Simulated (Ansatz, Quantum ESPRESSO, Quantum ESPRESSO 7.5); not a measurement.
**Evanescent states of CaO, rock salt type, lattice constant set to 4.743 Å**

Aim: how fast states decay in the gap of CaO, rock salt type, lattice constant set to 4.743 Å.

Calculated with Quantum ESPRESSO 7.5; plane-wave DFT, LDA, PseudoDojo norm-conserving pseudopotentials (cross-check by Ansatz 0.2.0 with PAW datasets).

## (1) The structure

The structure is cubic, space group Fm-3m (No. 225). Conventional cell: a = 4.743 Å, b = 4.743 Å, c = 4.743 Å, α = 90.00°, β = 90.00°, γ = 90.00°. Ca has 6 O at 2.37 Å nearest. O has 6 Ca at 2.37 Å nearest. Farther neighbours and most contacts between anions are not listed.

As a file:

```cif
data_structure
_symmetry_space_group_name_H-M 'P 1'
_symmetry_Int_Tables_number 1
_cell_length_a 3.3538
_cell_length_b 3.3538
_cell_length_c 4.7430
_cell_angle_alpha 90.000
_cell_angle_beta 90.000
_cell_angle_gamma 90.000
_cell_volume 53.35
loop_
_atom_site_label
_atom_site_type_symbol
_atom_site_fract_x
_atom_site_fract_y
_atom_site_fract_z
_atom_site_occupancy
Ca1 Ca 0.00000 0.00000 0.00000 1
O2 O 0.50000 0.50000 0.00000 1
Ca3 Ca 0.50000 0.50000 0.50000 1
O4 O 0.00000 0.00000 0.50000 1
```

## (2) Ground state

pwcond needs a cell whose third axis lies along the current and stands perpendicular to the other two.

Contents of scf.in:

```
&control
  prefix = 'scf'
  outdir = './out'
  pseudo_dir = './pseudo'
  calculation = 'scf'
  tprnfor = .true.
/
&system
  ibrav = 0
  nat = 4
  ntyp = 2
  ecutwfc = 72
  ecutrho = 288
  occupations = 'fixed'
  nbnd = 20
/
&electrons
  conv_thr = 1e-09
  mixing_beta = 0.6
  electron_maxstep = 120
/
ATOMIC_SPECIES
  Ca  40.0780  Ca.dojo-sr-lda-0.4.1-standard.upf
  O   15.9990  O.dojo-sr-lda-0.4.1-standard.upf
CELL_PARAMETERS angstrom
  3.35380746316779 0.00000000000000 0.00000000000000
  0.00000000000000 3.35380746316779 0.00000000000000
  0.00000000000000 0.00000000000000 4.74300000000000
ATOMIC_POSITIONS crystal
  Ca  0.000000000000 0.000000000000 0.000000000000
  O   0.500000000000 0.500000000000 0.000000000000
  Ca  0.500000000000 0.500000000000 0.500000000000
  O   0.000000000000 0.000000000000 0.500000000000
K_POINTS automatic
  8 8 6 0 0 0
```

Started as:

```console
$ OMP_NUM_THREADS=1 mpirun -n 2 pw.x -nk 2 -in scf.in > scf.out
```

The program printed:

```text
Program PWSCF v.7.5 starts
[citation notice left out]

     Parallel version (MPI & OpenMP), running on       2 processor cores
     Number of MPI processes:                 2
     Threads/MPI process:                     1

     MPI processes distributed on     1 nodes
[...]
Current dimensions of program PWSCF are:
     Max number of different atomic species (ntypx) = 10
     Max number of k-points (npk) =  40000
     Max angular momentum in pseudopotentials (lmaxx) =  4
     Found identity + ( -0.5000 -0.5000 -0.5000) symmetry
     This is a supercell, fractional translations are disabled
     Message from routine setup:
     using ibrav=0 with symmetry is DISCOURAGED, use correct ibrav instead

     K-points division:     npool     =       2
     Subspace diagonalization in iterative solution of the eigenvalue problem:
     a serial algorithm will be used

     G-vector sticks info
     --------------------
     sticks:   dense  smooth     PW     G-vecs:    dense   smooth      PW
     Sum         933     933    277                29757    29757    4871

     Using Slab Decomposition

     bravais-lattice index     =            0
     lattice parameter (alat)  =       6.3378  a.u.
     unit-cell volume          =     360.0195 (a.u.)^3
     number of atoms/cell      =            4
     number of atomic types    =            2
     number of electrons       =        32.00
     number of Kohn-Sham states=           20
     kinetic-energy cutoff     =      72.0000  Ry
     charge density cutoff     =     288.0000  Ry
     scf convergence threshold =      1.0E-09
     mixing beta               =       0.6000
     number of iterations used =            8  plain     mixing
     Exchange-correlation= SLA  PW   NOGX NOGC
                           (   1   4   0   0   0   0   0)

     celldm(1)=   6.337778  celldm(2)=   0.000000  celldm(3)=   0.000000
     celldm(4)=   0.000000  celldm(5)=   0.000000  celldm(6)=   0.000000

     crystal axes: (cart. coord. in units of alat)
               a(1) = (   1.000000   0.000000   0.000000 )
               a(2) = (   0.000000   1.000000   0.000000 )
               a(3) = (   0.000000   0.000000   1.414214 )

     reciprocal axes: (cart. coord. in units 2 pi/alat)
               b(1) = (  1.000000  0.000000  0.000000 )
               b(2) = (  0.000000  1.000000  0.000000 )
               b(3) = (  0.000000  0.000000  0.707107 )

     PseudoPot. # 1 for Ca read from file:
     ./pseudo/Ca.dojo-sr-lda-0.4.1-standard.upf
     Pseudo is Norm-conserving + core correction, Zval = 10.0
     Generated using ONCVPSP code by D. R. Hamann
     Using radial grid of 1724 points,  6 beta functions with:
                l(1) =   0
                l(2) =   0
                l(3) =   1
                l(4) =   1
                l(5) =   2
                l(6) =   2

     PseudoPot. # 2 for O  read from file:
     ./pseudo/O.dojo-sr-lda-0.4.1-standard.upf
     Pseudo is Norm-conserving + core correction, Zval =  6.0
     Generated using ONCVPSP code by D. R. Hamann
     Using radial grid of  926 points,  5 beta functions with:
                l(1) =   0
                l(2) =   0
                l(3) =   1
                l(4) =   1
                l(5) =   2

     atomic species   valence    mass     pseudopotential
     Ca               10.00    40.07800     Ca( 1.00)
     O                 6.00    15.99900     O ( 1.00)

     16 Sym. Ops., with inversion, found

   Cartesian axes

     site n.     atom                  positions (alat units)
         1        Ca     tau(   1) = (   0.0000000   0.0000000   0.0000000  )
         2        O      tau(   2) = (   0.5000000   0.5000000   0.0000000  )
         3        Ca     tau(   3) = (   0.5000000   0.5000000   0.7071068  )
         4        O      tau(   4) = (   0.0000000   0.0000000   0.7071068  )

     number of k points=    60
                       cart. coord. in units 2pi/alat
        k(    1) = (   0.0000000   0.0000000   0.0000000), wk =   0.0052083
        k(    2) = (   0.0000000   0.0000000   0.1178511), wk =   0.0104167
        k(    3) = (   0.0000000   0.0000000   0.2357023), wk =   0.0104167
        k(    4) = (   0.0000000   0.0000000  -0.3535534), wk =   0.0052083
        k(    5) = (   0.0000000   0.1250000   0.0000000), wk =   0.0208333
        k(    6) = (   0.0000000   0.1250000   0.1178511), wk =   0.0416667
        k(    7) = (   0.0000000   0.1250000   0.2357023), wk =   0.0416667
        k(    8) = (   0.0000000   0.1250000  -0.3535534), wk =   0.0208333
        k(    9) = (   0.0000000   0.2500000   0.0000000), wk =   0.0208333
        k(   10) = (   0.0000000   0.2500000   0.1178511), wk =   0.0416667
[...]
k(   60) = (  -0.5000000  -0.5000000  -0.3535534), wk =   0.0052083

     Dense  grid:    29757 G-vectors     FFT dimensions: (  36,  36,  50)

     Estimated max dynamical RAM per process >      63.73 MB

     Estimated total dynamical RAM >     120.20 MB

     Check: negative core charge=   -0.000004

     Initial potential from superposition of free atoms

     starting charge      31.9914, renormalised to      32.0000
     Starting wfcs are   18 randomized atomic wfcs +    2 random wfcs

     total cpu time spent up to now is        2.2 secs

     per-process dynamical memory:    56.4 Mb

     Self-consistent Calculation

     iteration #  1     ecut=    72.00 Ry     beta= 0.60
     Davidson diagonalization with overlap
     ethr =  1.00E-02,  avg # of iterations =  6.5

     total cpu time spent up to now is        9.0 secs

     total energy              =    -220.81614947 Ry
     estimated scf accuracy    <       1.02225212 Ry

     iteration #  2     ecut=    72.00 Ry     beta= 0.60
[...]
total energy              =    -221.00862075 Ry
     estimated scf accuracy    <       1.71429883 Ry

     iteration #  3     ecut=    72.00 Ry     beta= 0.60
[...]
total energy              =    -221.31981229 Ry
     estimated scf accuracy    <       0.00757705 Ry

     iteration #  4     ecut=    72.00 Ry     beta= 0.60
[...]
c_bands:  1 eigenvalues not converged
     c_bands:  1 eigenvalues not converged
     c_bands:  1 eigenvalues not converged
[...]
total energy              =    -221.33011173 Ry
     estimated scf accuracy    <       0.01606889 Ry

     iteration #  5     ecut=    72.00 Ry     beta= 0.60
[...]
total energy              =    -221.33203020 Ry
     estimated scf accuracy    <       0.00062501 Ry

     iteration #  6     ecut=    72.00 Ry     beta= 0.60
[...]
c_bands:  1 eigenvalues not converged
     c_bands:  1 eigenvalues not converged
     c_bands:  1 eigenvalues not converged
[...]
total energy              =    -221.33227105 Ry
     estimated scf accuracy    <       0.00003690 Ry

     iteration #  7     ecut=    72.00 Ry     beta= 0.60
[...]
total energy              =    -221.33227346 Ry
     estimated scf accuracy    <       0.00012763 Ry

     iteration #  8     ecut=    72.00 Ry     beta= 0.60
[...]
total energy              =    -221.33227644 Ry
     estimated scf accuracy    <       0.00002982 Ry

     iteration #  9     ecut=    72.00 Ry     beta= 0.60
[...]
total energy              =    -221.33227266 Ry
     estimated scf accuracy    <       0.00001387 Ry

     iteration # 10     ecut=    72.00 Ry     beta= 0.60
[...]
total energy              =    -221.33227508 Ry
     estimated scf accuracy    <       0.00000034 Ry

     iteration # 11     ecut=    72.00 Ry     beta= 0.60
[...]
total energy              =    -221.33227550 Ry
     estimated scf accuracy    <       0.00000019 Ry

     iteration # 12     ecut=    72.00 Ry     beta= 0.60
[...]
total energy              =    -221.33227626 Ry
     estimated scf accuracy    <       0.00000012 Ry

     iteration # 13     ecut=    72.00 Ry     beta= 0.60
[...]
total energy              =    -221.33227519 Ry
     estimated scf accuracy    <       0.00000705 Ry

     iteration # 14     ecut=    72.00 Ry     beta= 0.60
[...]
total energy              =    -221.33227596 Ry
     estimated scf accuracy    <       0.00000088 Ry

     iteration # 15     ecut=    72.00 Ry     beta= 0.60
[...]
total energy              =    -221.33227507 Ry
     estimated scf accuracy    <       0.00000210 Ry

     iteration # 16     ecut=    72.00 Ry     beta= 0.60
[...]
total energy              =    -221.33227548 Ry
     estimated scf accuracy    <          7.5E-09 Ry

     iteration # 17     ecut=    72.00 Ry     beta= 0.60
[...]
End of self-consistent calculation

          k = 0.0000 0.0000 0.0000 (  3705 PWs)   bands (ev):

   -29.1568 -28.9873 -10.8385 -10.3865 -10.3865 -10.1134 -10.1134 -10.1134
    -7.4016  -7.1561   6.5487   7.4701   7.4701   7.8355   7.8355   7.8355
    11.3069  12.7529  14.0577  14.0577

          k = 0.0000 0.0000 0.1179 (  3696 PWs)   bands (ev):

   -29.1453 -28.9985 -10.8528 -10.3683 -10.3683 -10.2507 -10.1317 -10.1317
    -7.2374  -7.0526   6.3793   7.3682   7.4677   7.4677   7.7735   7.7735
    11.4399  13.1461  13.7845  14.3415

          k = 0.0000 0.0000 0.2357 (  3724 PWs)   bands (ev):

   -29.1140 -29.0292 -10.8486 -10.5242 -10.3185 -10.3185 -10.1819 -10.1819
    -6.9313  -6.8500   6.0842   6.5551   7.4761   7.4761   7.6417   7.6417
    11.8270  13.1424  13.8769  15.0856

          k = 0.0000 0.0000-0.3536 (  3752 PWs)   bands (ev):

   -29.0715 -29.0715 -10.7473 -10.7473 -10.2503 -10.2503 -10.2503 -10.2503
    -6.7679  -6.7679   6.0686   6.0686   7.5293   7.5293   7.5293   7.5293
    12.4261  12.4261  14.6502  14.6502

          k = 0.0000 0.1250 0.0000 (  3701 PWs)   bands (ev):

   -29.1440 -28.9871 -10.8053 -10.5177 -10.3659 -10.2886 -10.1345 -10.1130
    -7.2136  -7.0138   6.5649   7.1260   7.3297   7.4143   7.6387   7.7598
    11.7751  13.2217  13.9543  14.1829

          k = 0.0000 0.1250 0.1179 (  3717 PWs)   bands (ev):

   -29.1333 -28.9974 -10.8656 -10.4508 -10.4328 -10.3490 -10.1299 -10.1221
    -7.0698  -6.9163   6.3672   7.1460   7.1462   7.3237   7.5399   7.5825
    11.8976  13.5851  13.9883  14.3945

[...]
highest occupied, lowest unoccupied level (ev):     7.8355   11.3069

!    total energy              =    -221.33227548 Ry
     estimated scf accuracy    <          5.9E-11 Ry

     The total energy is the sum of the following terms:
     one-electron contribution =     -47.04188230 Ry
     hartree contribution      =      39.99508640 Ry
     xc contribution           =     -45.96870438 Ry
     ewald contribution        =    -168.31677521 Ry

     convergence has been achieved in  17 iterations

     Forces acting on atoms (cartesian axes, Ry/au):

     atom    1 type  1   force =     0.00000000    0.00000000    0.00000000
     atom    2 type  2   force =     0.00000000    0.00000000    0.00000000
     atom    3 type  1   force =     0.00000000    0.00000000    0.00000000
     atom    4 type  2   force =     0.00000000    0.00000000    0.00000000

     Total force =     0.000000     Total SCF correction =     0.000000

[...]
=------------------------------------------------------------------------------=
   JOB DONE.
=------------------------------------------------------------------------------=
```

It took 1.8 min on 2 MPI ranks of Arm Neoverse N1, shared host; peak memory 0.2 GiB; 3.7 min of CPU time.

This step gave:

| Quantity | Value |
| --- | --- |
| free energy | -3011.3790 eV |
| valence top, on the run's zero | 7.835 eV |
| conduction bottom, on the run's zero | 11.31 eV |
| gap by band count | 3.471 eV |

The run needed 17 iterations to bring the estimated error under 1e-09 Ry.

(Continued in part 2 of 4.)

[Logs are printed without paths, hosts, clocks, repeated set-up lines and the standing remarks that a program may print on its own settings, such as how far it seeks lower states.]

[Hosts, paths, dates, database ids (printed as entryN), source tags and the programs' standing remarks are cut or masked in the printed files.]

[Maps of the electrostatic potential energy from Ansatz leave out the sawtooth potential of an applied field or a dipole correction, so their vacuum need not be flat; planar profiles and work functions include it.]
